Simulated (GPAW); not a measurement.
# The Ti K excitation threshold of TiB2 (P6/mmm) under uniform strain

For each volume the threshold was computed as E(hole, excited electron kept) − E(ground) (GPAW, PBE, 18-atom cell, total energies on 5×5×4 k points, hole spin-paired). The values are raw, 23 eV above the value with the free atom's term for the hole's spin taken off; only their change is used. The threshold is the spectrum's zero, where absorption may be weak, not the visible edge.

| volume | ln(V/V₀) | threshold (eV) |
| --- | --- | --- |
| V × 0.94 | -0.06188 | 4983.314 |
| V × 0.97 | -0.03046 | ? |
| V × 1 | +0.00000 | 4983.512 |
| V × 1.03 | +0.02956 | 4983.600 |
| V × 1.06 | +0.05827 | 4983.679 |

Question: Fit a straight line in ln(V/V₀), give its slope, and predict the threshold at V × 0.97.

The means of the given rows are x̄ = +0.00649 and Ē = 4983.526 eV. Σ(x − x̄)(E − Ē) = 0.02421 and Σ(x − x̄)² = 0.00793, so the slope is +3.05 eV, and the line passes the given rows within 0.006 eV. At x = -0.03046 it gives 4983.526 + (+3.05) × (-0.03695) = 4983.413 eV. The run gives 4983.417 eV, a miss of -0.004 eV over a total move of +0.365 eV. The slope is the clamped-ion volume deformation potential of the Fermi level against the Ti 1s level, with the hole's relaxation included: the threshold rises by 0.031 eV for 1 % of expansion. The excited electron's band filling changes with volume too and isn't taken out.

[Hosts, paths, dates, database ids (printed as entryN), source tags and the programs' standing remarks are cut or masked in the printed files.]

[Lists of maxima count a maximum above −3 eV only where it reaches 4 % of the highest in the window and stands out from its surroundings by 2 % of it (1.5 % where it reaches 55 %); shoulders and weaker maxima are passed over, and of the rest the first, up to two pre-edge ones and the few strongest are named.]
